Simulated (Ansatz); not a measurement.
**Li(110) slab, 5 layers: phonons and vibrational spectra**

Wanted: phonon frequencies of Li(110) slab, 5 layers and what follows from them.

Main program and level: Ansatz 0.2.0; DFT PBEsol, scalar-relativistic, plane waves, PAW; PAW set soft_1.

## Step 1: The structure

The cell holds 5 atoms: 5 Li. Its edges and angles: a = 3.022 Å, b = 3.022 Å, c = 22.871 Å, α = 90.0°, β = 90.0°, γ = 70.5°. Vacuum lies along c.

## Step 2: Relaxation

Harmonic phonons are second derivatives at a point where the forces vanish, and they are wanted at zero stress, so atoms and cell are relaxed first.

The program solves this slab on a cell height of its own, 43.5 Å, in place of the one typed.

The input, input.yaml:

```yaml
crystal:
  lattice:
    - [1.745, 2.4678, 0.0]
    - [-1.745, 2.4678, 0.0]
    - [0.0, 0.0, 22.87121]
  atoms:
    - { symbol: Li, position: [0.0, 0.0, 0.2842] }
    - { symbol: Li, position: [0.5, 0.5, 0.3921] }
    - { symbol: Li, position: [0.0, 0.0, 0.5] }
    - { symbol: Li, position: [0.5, 0.5, 0.6079] }
    - { symbol: Li, position: [0.0, 0.0, 0.7158] }
  periodic: [true, true, false]
kpoints:
  mp_grid: { grid: [12, 12, 1] }
hamiltonian:
  xc: pbesol
  pseudopotentials: { kind: paw, azcp: { folder: soft_1 }, xc_functional: pbe }
scf:
  occupations: { method: gaussian, width: 0.1 }
output:
  forces: true
  stress: true
  eigenvalues: true
  write_density: true
  write_potential: true
  elf: true
  volumetric_format: npy
relax:
  adjacent_minimum: "off"
  f_tol: 0.005
  max_steps: 80
  cell: { stress_2d_tol: 0.02 }
```

Run with:

```console
> ansatz run input.yaml --threads 8 --pin off --max-ram 16384MiB --backend cpu --events-out ev --progress --plain --runs-dir out
```

Numbers of over 12 decimals in the logs are rounded to 6 here.

The program printed:

```text
Warning: crystal.periodic: the lattice vector that does not repeat stood 0.000° off the slab's normal, 22.871 Å along it as the deck builds it. The run solves the slab on a vector along the normal, 43.542 Å long, with every atom where it was (on the deck's vector they left 13.00 Å outside them, and the widest stretch free of ions among them is 2.47 Å). A fractional position that the run reports is one of the run's ce [...]
crystal.periodic: the lattice vector that does not repeat stood 0.000° off the slab's normal, 22.871 Å along it as the deck builds it. The run solves the slab on a vector along the normal, 43.542 Å long, with every atom where it was (on the deck's vector they left 13.00 Å outside them, and the widest stretch free of ions among them is 2.47 Å). A fractional position that the run reports is one of the run's cell, which [...]
Engine: ansatz 0.2.0, aarch64-unknown-linux-gnu
Pseudopotentials: kind: paw
Pseudopotential: Li, paw, valence charge 3, recommended cutoff 420 eV (normal), soft_1/Li.paw.azcp
Functional definition: PBEsol
  exchange = pbesol_x
  correlation = pbesol_c
Crystal: 5 atoms, lattice volume = 375.014 Å³
Basis set: ecut = 420 eV, 7225 PW (Γ), exchange–correlation on 48×48×600 points (8 copies of the dense FFT grid, shifted against one another)
Bands: 13, of which v1, the nominal top of the filled ones, is band 8 counted from 1 (7 counted from 0)
Symmetry: 8 space group operations
Space group: Cmmm (ITA 65), of the structure as read, at distance tolerance 7.2e-5 Å
k-points: 43 of 144
Non-local potential: Li, projectors of the file, l = 0: 3, l = 1: 2, l = 2: 1
PAW form: soft (Blöchl's): semilocal exchange-correlation on the pseudo side does not see the compensation charge
PAW one-centre angular grid: Li, 110 points (default); XC on 64 Gauss nodes
Initial density: superposition of atomic densities (neutral atoms: chi_scale 0, normalization atom)
Initial wavefunctions: pseudopotential atomic-orbital guess
Functional: x = pbesol(κ = 0.804, μ = 0.123457), c = pbesol(β = 0.046)
SCF iter   1: F=—  HF=-1015.227696 eV  |F-HF|=—  |Δ(HF+E_count)|=         —  Δρ=7.15e-3  dr2=7.37e0  ethr=3.10e-3  ⟨swp⟩=12.1  Hψ=5838  notcnv=0
preconditioner: auto → LDOS  [metal: Δε(μ)=0.070 eV  Ē_g=4.072 eV  σ=0.100 eV  W_gap=0.37  n_scr=22 (ndim 8)  ℏωp=4.3 eV  f_vac=0.632  D(μ)=2.18/eV (n_scr^D=14)  β→1.0]
SCF iter   2: F=—  HF=-1015.229382 eV  |F-HF|=—  |Δ(HF+E_count)|=   1.69e-3  Δρ=9.81e-3  dr2=1.51e1  ethr=3.10e-3  ⟨swp⟩=3.8  Hψ=1494  notcnv=0  defer=34
SCF iter   3: F=—  HF=-1014.447785 eV  |F-HF|=—  |Δ(HF+E_count)|=   7.82e-1  Δρ=2.41e-3  dr2=4.98e-1  ethr=3.10e-3  ⟨swp⟩=3.1  Hψ=1312  notcnv=0  defer=34
SCF iter   4: F=—  HF=-1014.424516 eV  |F-HF|=—  |Δ(HF+E_count)|=   2.33e-2  Δρ=5.05e-4  dr2=1.50e-2  ethr=3.10e-3  ⟨swp⟩=1.6  Hψ=646  notcnv=0  defer=32
SCF iter   5: F=—  HF=-1014.424131 eV  |F-HF|=—  |Δ(HF+E_count)|=   3.85e-4  Δρ=1.45e-4  dr2=1.48e-3  ethr=1.00e-4  ⟨swp⟩=1.5  Hψ=666  notcnv=0  defer=28
SCF iter   6: F=—  HF=-1014.424194 eV  |F-HF|=—  |Δ(HF+E_count)|=   6.38e-5  Δρ=5.50e-5  dr2=4.97e-4  ethr=9.85e-6  ⟨swp⟩=1.3  Hψ=564  notcnv=0  defer=28
SCF iter   7: F=—  HF=-1014.424165 eV  |F-HF|=—  |Δ(HF+E_count)|=   2.89e-5  Δρ=1.90e-5  dr2=5.73e-5  ethr=3.31e-6  ⟨swp⟩=1.1  Hψ=556  notcnv=0  defer=28
SCF iter   8: F=—  HF=-1014.424151 eV  |F-HF|=—  |Δ(HF+E_count)|=   1.46e-5  Δρ=8.15e-6  dr2=5.71e-6  ethr=3.82e-7  ⟨swp⟩=1.5  Hψ=588  notcnv=0  defer=28
SCF iter   9: F=—  HF=-1014.424150 eV  |F-HF|=—  |Δ(HF+E_count)|=   4.99e-7  Δρ=2.35e-6  dr2=1.12e-6  ethr=3.81e-8  ⟨swp⟩=1.6  Hψ=579  notcnv=0  defer=28
SCF iter  10: F=-1014.424150 eV  HF=-1014.424150 eV  |F-HF|=4.87e-9  |Δ(HF+E_count)|=   7.45e-8  Δρ=2.97e-7  dr2=9.78e-9  ethr=6.67e-10  ⟨swp⟩=14.4  Hψ=4622  notcnv=0
SCF 1 converged in 10 iterations: F = -1014.424150 eV  dr2 = 9.78e-9
  greatest PAW one-centre occupation: 1.000 electrons in one spin orbital (limit 2), on the Li atom at site 2 (counted from 0), in its partial waves of l = 0
relax step   1: F+E_penalty+E_count = -1014.42415022 eV  Δ(F+E_penalty+E_count) = +0.000e0 eV  max|allowed force component| = 9.685e-2 eV/Å  Δτ_max = 0.0000 Å  P = -0.550 N/m  Ω = 375.014 Å³  fix = [c, alpha, beta]  reactions: c +0.000 N/m  (10 SCF iters, dr2 threshold 1.00e-7 eV, accepted)
Crystal: 5 atoms, lattice volume = 373.216 Å³
Basis set: ecut = 420 eV, 7181 PW (Γ), exchange–correlation on 48×48×600 points (8 copies of the dense FFT grid, shifted against one another)
Initial density: handed on by an earlier stage of this run
Initial wavefunctions: those handed on with the density
iter 1 solved again at ethr=2.45e-3 eV; its pass at ethr=3.10e-3 eV (dr2=3.67e-1 eV) is discarded
SCF iter   1: F=—  HF=-1014.466289 eV  |F-HF|=—  |Δ(HF+E_count)|=         —  Δρ=1.97e-3  dr2=3.30e-1  ethr=2.45e-3  ⟨swp⟩=1.0  Hψ=4752  notcnv=0
preconditioner: auto → LDOS  [metal: Δε(μ)=0.012 eV  Ē_g=3.732 eV  σ=0.100 eV  W_gap=0.07  n_scr=22 (ndim 8)  ℏωp=4.3 eV  f_vac=0.661  D(μ)=3.12/eV (n_scr^D=16)  β→1.0]
SCF iter   2: F=—  HF=-1014.442497 eV  |F-HF|=—  |Δ(HF+E_count)|=   2.38e-2  Δρ=7.33e-4  dr2=4.18e-3  ethr=2.20e-3  ⟨swp⟩=1.7  Hψ=611  notcnv=0
SCF iter   3: F=—  HF=-1014.443335 eV  |F-HF|=—  |Δ(HF+E_count)|=   8.38e-4  Δρ=1.77e-4  dr2=5.05e-4  ethr=2.79e-5  ⟨swp⟩=1.8  Hψ=747  notcnv=0
SCF iter   4: F=—  HF=-1014.443350 eV  |F-HF|=—  |Δ(HF+E_count)|=   1.53e-5  Δρ=5.25e-5  dr2=4.96e-5  ethr=3.37e-6  ⟨swp⟩=1.5  Hψ=607  notcnv=0
SCF iter   5: F=—  HF=-1014.443337 eV  |F-HF|=—  |Δ(HF+E_count)|=   1.27e-5  Δρ=9.42e-6  dr2=1.09e-6  ethr=3.30e-7  ⟨swp⟩=1.6  Hψ=611  notcnv=0
iter 6 did not close the SCF: its close was put off until two iterations running show no level that it waits for move by more than its bar (scf_convergence_deferred on its scf_iter line)
SCF iter   6: F=-1014.443338 eV  HF=-1014.443338 eV  |F-HF|=3.03e-8  |Δ(HF+E_count)|=   3.50e-7  Δρ=1.55e-6  dr2=4.11e-8  ethr=3.33e-9  ⟨swp⟩=13.4  Hψ=4140  notcnv=0
iter 7 did not close the SCF: its close was put off until two iterations running show no level that it waits for move by more than its bar (scf_convergence_deferred on its scf_iter line)
SCF iter   7: F=-1014.443338 eV  HF=-1014.443338 eV  |F-HF|=4.17e-10  |Δ(HF+E_count)|=   3.70e-8  Δρ=3.77e-7  dr2=4.05e-9  ethr=2.74e-10  ⟨swp⟩=6.4  Hψ=2938  notcnv=0
SCF iter   8: F=-1014.443338 eV  HF=-1014.443338 eV  |F-HF|=3.75e-10  |Δ(HF+E_count)|=   1.78e-9  Δρ=8.89e-8  dr2=1.53e-10  ethr=2.70e-11  ⟨swp⟩=5.3  Hψ=2282  notcnv=0
SCF 2 converged in 8 iterations: F = -1014.443338 eV  dr2 = 1.53e-10
[...]
SCF iter   3: F=—  HF=-1014.444649 eV  |F-HF|=—  |Δ(HF+E_count)|=   6.38e-5  Δρ=5.82e-5  dr2=9.86e-5  ethr=2.54e-6  ⟨swp⟩=1.8  Hψ=715  notcnv=0
SCF iter   4: F=—  HF=-1014.444643 eV  |F-HF|=—  |Δ(HF+E_count)|=   5.62e-6  Δρ=1.22e-5  dr2=2.00e-6  ethr=6.57e-7  ⟨swp⟩=1.3  Hψ=575  notcnv=0
SCF iter   5: F=—  HF=-1014.444643 eV  |F-HF|=—  |Δ(HF+E_count)|=   2.38e-7  Δρ=2.75e-6  dr2=1.40e-7  ethr=8.62e-10  ⟨swp⟩=13.4  Hψ=4140  notcnv=0
SCF iter   6: F=-1014.444643 eV  HF=-1014.444643 eV  |F-HF|=1.32e-8  |Δ(HF+E_count)|=   8.05e-8  Δρ=6.88e-7  dr2=7.50e-9  ethr=8.62e-10  ⟨swp⟩=9.0  Hψ=2797  notcnv=0
SCF 3 converged in 6 iterations: F = -1014.444643 eV  dr2 = 7.50e-9
relax step   3: F+E_penalty+E_count = -1014.44464334 eV  Δ(F+E_penalty+E_count) = -1.306e-3 eV  max|allowed force component| = 3.494e-3 eV/Å  Δτ_max = 0.0464 Å  P = -0.121 N/m  Ω = 371.322 Å³  energy of the carried Pulay correction = +9.252e-6 eV  fix = [c, alpha, beta]  reactions: c +0.000 N/m  (6 SCF iters, dr2 threshold 1.29e-7 eV, accepted)
[...]
relax step   4: F+E_penalty+E_count = -1014.44726110 eV  Δ(F+E_penalty+E_count) = -2.618e-3 eV  max|allowed force component| = 6.655e-3 eV/Å  Δτ_max = 0.0413 Å  P = +0.040 N/m  Ω = 366.051 Å³  energy of the carried Pulay correction = +2.262e-5 eV  fix = [c, alpha, beta]  reactions: c +0.000 N/m  (6 SCF iters, dr2 threshold 3.59e-8 eV, accepted)
[...]
relax step   5: F+E_penalty+E_count = -1014.44842070 eV  Δ(F+E_penalty+E_count) = -1.160e-3 eV  max|allowed force component| = 1.377e-2 eV/Å  Δτ_max = 0.1173 Å  P = +0.561 N/m  Ω = 354.056 Å³  energy of the carried Pulay correction = +5.377e-5 eV  fix = [c, alpha, beta]  reactions: c +0.000 N/m  (8 SCF iters, dr2 threshold 2.92e-8 eV, accepted)
[...]
relax step   6: F+E_penalty+E_count = -1014.45199169 eV  Δ(F+E_penalty+E_count) = -3.571e-3 eV  max|allowed force component| = 2.434e-3 eV/Å  Δτ_max = 0.0501 Å  P = -0.086 N/m  Ω = 363.592 Å³  energy of the carried Pulay correction = +2.892e-5 eV  fix = [c, alpha, beta]  reactions: c +0.000 N/m  (6 SCF iters, dr2 threshold 2.39e-7 eV, accepted)
[...]
relax step   7: F+E_penalty+E_count = -1014.45295894 eV  Δ(F+E_penalty+E_count) = -9.673e-4 eV  max|allowed force component| = 2.959e-3 eV/Å  Δτ_max = 0.0213 Å  P = +0.025 N/m  Ω = 362.945 Å³  energy of the carried Pulay correction = +3.059e-5 eV  fix = [c, alpha, beta]  reactions: c +0.000 N/m  (5 SCF iters, dr2 threshold 7.07e-8 eV, accepted)
[...]
relax step   8: F+E_penalty+E_count = -1014.45314186 eV  Δ(F+E_penalty+E_count) = -1.829e-4 eV  max|allowed force component| = 3.619e-4 eV/Å  Δτ_max = 0.0112 Å  P = +0.010 N/m  Ω = 362.848 Å³  energy of the carried Pulay correction = +3.084e-5 eV  fix = [c, alpha, beta]  reactions: c +0.000 N/m  (5 SCF iters, dr2 threshold 6.93e-9 eV, accepted)
Initial wavefunctions: pseudopotential atomic-orbital guess (no wavefunctions were taken with the density)
iter 1 solved again at ethr=2.08e-6 eV; its pass at ethr=3.10e-3 eV (dr2=3.12e-4 eV) is discarded
SCF iter   1: F=—  HF=-1014.452717 eV  |F-HF|=—  |Δ(HF+E_count)|=         —  Δρ=3.41e-5  dr2=1.92e-7  ethr=2.08e-6  ⟨swp⟩=3.6  Hψ=6475  notcnv=0
eigensolver tolerance schedule: the retry pair's looser diagonalisation over-reported the residual by 1625.36 of it (diagonalisation noise at an unbounded share of the residual, at the tolerance the schedule requests for it); recorded, not acted on — ethr = c·dr2/N_el stays at c = 1.0e-1
preconditioner: auto → LDOS  [metal: Δε(μ)=0.028 eV  Ē_g=3.700 eV  σ=0.100 eV  W_gap=0.16  n_scr=22 (ndim 8)  ℏωp=4.4 eV  f_vac=0.656  D(μ)=2.40/eV (n_scr^D=14)  β→1.0]
SCF iter   2: F=—  HF=-1014.453080 eV  |F-HF|=—  |Δ(HF+E_count)|=   3.64e-4  Δρ=1.18e-6  dr2=5.98e-8  ethr=1.28e-9  ⟨swp⟩=3.6  Hψ=1084  notcnv=0
SCF iter   3: F=—  HF=-1014.453079 eV  |F-HF|=—  |Δ(HF+E_count)|=   1.08e-6  Δρ=9.14e-7  dr2=1.58e-8  ethr=3.99e-10  ⟨swp⟩=1.4  Hψ=590  notcnv=0
SCF iter   4: F=—  HF=-1014.453080 eV  |F-HF|=—  |Δ(HF+E_count)|=   1.03e-6  Δρ=1.52e-7  dr2=1.19e-10  ethr=1.05e-10  ⟨swp⟩=1.3  Hψ=583  notcnv=0
SCF iter   5: F=—  HF=-1014.453080 eV  |F-HF|=—  |Δ(HF+E_count)|=   5.99e-8  Δρ=2.76e-8  dr2=8.70e-12  ethr=1.00e-12  ⟨swp⟩=2.0  Hψ=696  notcnv=0
SCF iter   6: F=-1014.453080 eV  HF=-1014.453080 eV  |F-HF|=3.47e-11  |Δ(HF+E_count)|=  5.89e-10  Δρ=4.31e-9  dr2=3.16e-13  ethr=1.00e-12  ⟨swp⟩=9.3  Hψ=2753  notcnv=0
SCF 9 converged in 6 iterations: F = -1014.453080 eV  dr2 = 3.16e-13
relax step   9: F+E_penalty+E_count = -1014.45308027 eV  Δ(F+E_penalty+E_count) = +6.159e-5 eV  max|allowed force component| = 3.516e-4 eV/Å  Δτ_max = 0.0000 Å  P = +0.011 N/m  Ω = 362.848 Å³  fix = [c, alpha, beta]  reactions: c +0.000 N/m  stress off target by 1.79e-2 N/m on what of the cell is left free  SCF on the basis re-selected at this cell (its energy is not comparable with the rows above)  (6 SCF iters)
basis re-selected at this cell: Δ(F+E_penalty+E_count) = +6.159e-5 eV, ΔP = +0.001 N/m vs the last step (what re-selecting the basis moved, of the pressure what is left beyond the Pulay correction that the steps carried, after the strain that the cell walked since its last selection, with what the two solves' SCF thresholds leave and, on support functions, any second-order correction that the steps lacked; it is no m [...]
SCF converged after 6 iterations
Free energy (F): -1014.453080 eV
Harris-Foulkes:  -1014.453080 eV  (|F-HF|=3.47e-11)
Internal energy: -1014.441077 eV  (E = F + TS)
E sigma→0 (E₀):  -1014.447078 eV
Entropy (-TS):   -0.012004 eV (-2.401 meV/atom)
Fermi energy:    -3.273374 eV
--- Per-component energies (eV) ---
  E_band       = -516.710919
  E_kinetic    = 77.584716
  E_local      = -17589.699104  (includes V_loc(G=0)·N_el)
  E_nonlocal   = -98.644717
  E_hartree    = 8613.491992
  E_xc         = -39.964583
  E_vxc        = -51.805000  (∫ρ·V_xc dr)
  E_paw        = -112.659503  (= ΣΔE_a)
  E_vpaw       = -81.132010  (= ΣTr[D̂ρ^β])
  E_aug_tail   = 0.001284  (compensation charges beyond the density's cutoff)
  E_ewald      = 8135.448840
  E_smearing   = -0.012004  (= −TS)
  E_closure    = 0.000000  (closes the sum)
  Σ components = -1014.453080   (vs F -1014.453080, Δ=0.00e0)
--- Forces (eV/Å), atoms counted from 1 ---
  atom   1  Li     0.00000000    -0.00000000    -0.00019247
  atom   2  Li     0.00000000     0.00000000     0.00035158
  atom   3  Li     0.00000000     0.00000000     0.00000000
  atom   4  Li     0.00000000    -0.00000000    -0.00035158
  atom   5  Li     0.00000000     0.00000000     0.00019247
  max |Σ_I F_I| component: 0.00e0 eV/Å
--- 2D stress c σ (N/m, compression-positive) ---
        0.003476       0.000000       0.000000
        0.000000       0.017928       0.000000
        0.000000       0.000000       0.000000
  P = ½ c Tr σ = 0.0107 N/m
--- Band table (eV; the first three rows and the last of 43) ---
  k-point 0: bands = [... 4 lower, -49.1927, -6.7140, -6.3364, -5.5934, -4.5936, -3.5326, -3.0075, -0.3682, ... 1 higher]
  k-point 1: bands = [... 4 lower, -49.1923, -6.6119, -6.2344, -5.4897, -4.4852, -3.4121, -2.8718, -0.2542, ... 1 higher]
  k-point 2: bands = [... 4 lower, -49.1912, -6.3053, -5.9286, -5.1807, -4.1645, -3.0567, -2.4649, 0.0612, ... 1 higher]
  k-point 42: bands = [... 4 lower, -49.1801, -3.2810, -2.8435, -1.9196, -0.6291, -0.4894, -0.2594, 0.2345, ... 1 higher]
--- Relaxed structure (8 steps of the walk, 8 accepted, 1 SCFs on fresh bases) ---
  F+E_penalty+E_count = -1014.45308027 eV   max|allowed force component| = 3.516e-4 eV/Å   (the final SCF, on the basis selected at the relaxed cell)
  cell:  # Å, volume = 362.8485 Å³
    - [1.638306, 2.543242, 0.0]
    - [-1.638306, 2.543242, 0.0]
    - [0.0, 0.0, 43.542428472]
  atoms:
    - { symbol: Li, position: [0, 0, 0.152127] }
    - { symbol: Li, position: [0.500000, 0.500000, 0.206370] }
    - { symbol: Li, position: [0, 0, 0.262631] }
    - { symbol: Li, position: [0.500000, 0.500000, 0.318893] }
    - { symbol: Li, position: [0, 0, 0.373135] }
```

Run time: 18 s. Hardware: 8 threads of Arm Neoverse V2, shared host; peak memory 0.86 GiB.

Relaxation path:

| step | energy less that of the first step (eV) | largest force component (eV/Å) | volume (Å³) |
| --- | --- | --- | --- |
| 1 | 0.0000 | 0.0968 | 375.01 |
| 2 | -0.0192 | 0.0133 | 373.22 |
| 3 | -0.0205 | 0.0035 | 371.32 |
| 4 | -0.0231 | 0.0067 | 366.05 |
| 5 | -0.0243 | 0.0138 | 354.06 |
| 6 | -0.0278 | 0.0024 | 363.59 |
| 7 | -0.0288 | 0.0030 | 362.95 |
| 8 | -0.0290 | 0.0004 | 362.85 |
| 9* | -0.0289 | 0.0004 | 362.85 |

Relaxation steps marked * repeat the geometry before them on a plane-wave basis chosen anew for their cell, so energy and pressure can jump there.

The run keeps the 8 symmetry operations that it works with, so distortions that break them were not tested.

| cell as run | before | after | change |
| --- | --- | --- | --- |
| a (Å) | 3.022 | 3.025 | +0.1 % |
| b (Å) | 3.022 | 3.025 | +0.1 % |
| γ (°) | 70.53 | 65.58 | -7.0 % |

The atoms that moved most (Å, along periodic axes as changes of fractional coordinates times the final cell, across vacuum about the mean position):

```
atom     dx     dy      dz  length
 Li1  0.000  0.000   0.124   0.124
 Li5  0.000  0.000  -0.124   0.124
 Li4  0.000  0.000  -0.018   0.018
 Li2  0.000  0.000   0.018   0.018
```

Numbers from this step:

```
gap on the k-mesh : 0 eV
area per atom     : 1.667 Å²
```

Valence density in the ac plane at fractional y = 0.000, with atoms of Li within 0.2 Å of it. It is the smooth field of the valence electrons, not physical close to the nuclei.

Ten steps, logarithmic in the rise over the least value, from '0' (0.0 e/Å³) to '9' (3.3 e/Å³), each cell a mean:
```
0000000000000000
0000000000000000
0000000000000000
0000000000000000
0000000000000000
0000000000000000
0000000000000000
0000000000000000
0000000000000000
0000000000000000
0000000000000000
0000000000000000
0000000000000000
0000000000000000
8752111111111257
8753222222222357
2222222222222222
9973222222222379
2222222222222222
2222222222222222
9973211111112379
0000000000000000
0000000000000000
0000000000000000
```
Columns run along a (3.0 Å), rows up along c (43.5 Å). Atoms in or near the plane, at fractional coordinates: Li at (0.00, 0.15), Li at (0.00, 0.26), Li at (0.00, 0.37).

ELF in the ac plane at fractional y = 0.000, with atoms of Li within 0.2 Å of it. It is the smooth field of the valence electrons, not physical close to the nuclei.

Ten even steps from '0' (0.00 × 1e-1) to '9' (7.05 × 1e-1), each cell a mean:
```
0000000000000000
0000000000000000
0000000000000000
0000000000000000
0000000000000000
0000000000000000
0000000000000000
0000000000000000
0000000000000000
0000000000000000
0000000000000000
0000000000000000
0000000000000000
1111111222111111
4431236898632134
6654468999864456
8888888888888888
7741125787521147
6666778888877666
5555678898876555
7741126999621147
1112233333332211
0000000000000000
0000000000000000
```
Columns run along a (3.0 Å), rows up along c (43.5 Å). Atoms in or near the plane, at fractional coordinates: Li at (0.00, 0.15), Li at (0.00, 0.26), Li at (0.00, 0.37).

Electrostatic potential energy in the ac plane at fractional y = 0.000, with atoms of Li within 0.2 Å of it. With pseudopotentials it is smooth inside the atoms' cores, unlike the true potential.

Ten even steps from '_' (-14 eV) to '@' (0 eV), each cell a mean:
```
@@@@@@@@@@@@@@@@@@@@@@@@@@@@@@@@
@@@@@@@@@@@@@@@@@@@@@@@@@@@@@@@@
@@@@@@@@@@@@@@@@@@@@@@@@@@@@@@@@
@@@@@@@@@@@@@@@@@@@@@@@@@@@@@@@@
@@@@@@@@@@@@@@@@@@@@@@@@@@@@@@@@
@@@@@@@@@@@@@@@@@@@@@@@@@@@@@@@@
@@@@@@@@@@@@@@@@@@@@@@@@@@@@@@@@
@@@@@@@@@@@@@@@@@@@@@@@@@@@@@@@@
@@@@@@@@@@@@@@@@@@@@@@@@@@@@@@@@
@@@@@@@@@@@@@@@@@@@@@@@@@@@@@@@@
@@@@@@@@@@@@@@@@@@@@@@@@@@@@@@@@
@@@@@@@@@@@@@@@@@@@@@@@@@@@@@@@@
@@@@@@@@@@@@@@@@@@@@@@@@@@@@@@@@
@@@@@@@@@@@@@@@@@@@@@@@@@@@@@@@@
------==**##%%%%%%%%%%##**==----
--====++##%%%%@@@@@@%%%%##++====
@@@@@@@@@@@@@@@@@@@@@@@@@@@@@@@@
______::++##%%%%@@%%%%##++::____
####%%%%%%%%@@@@@@@@@@%%%%%%%%##
######%%%%%%@@@@@@@@@@%%%%%%####
______::++##%%%%%%%%%%##++::____
@@@@@@@@@@@@@@@@@@@@@@@@@@@@@@@@
@@@@@@@@@@@@@@@@@@@@@@@@@@@@@@@@
@@@@@@@@@@@@@@@@@@@@@@@@@@@@@@@@
```
Columns run along a (3.0 Å; values clipped at the 3rd and 97th percentile), rows up along c (43.5 Å). Atoms in or near the plane, at fractional coordinates: Li at (0.00, 0.15), Li at (0.00, 0.26), Li at (0.00, 0.37).

[end of part 1 of 2]

[Logs are printed without paths, hosts, clocks, repeated set-up lines and the standing remarks that a program may print on its own settings, such as how far it seeks lower states.]

[Hosts, paths, dates, database ids (printed as entryN), source tags and the programs' standing remarks are cut or masked in the printed files.]
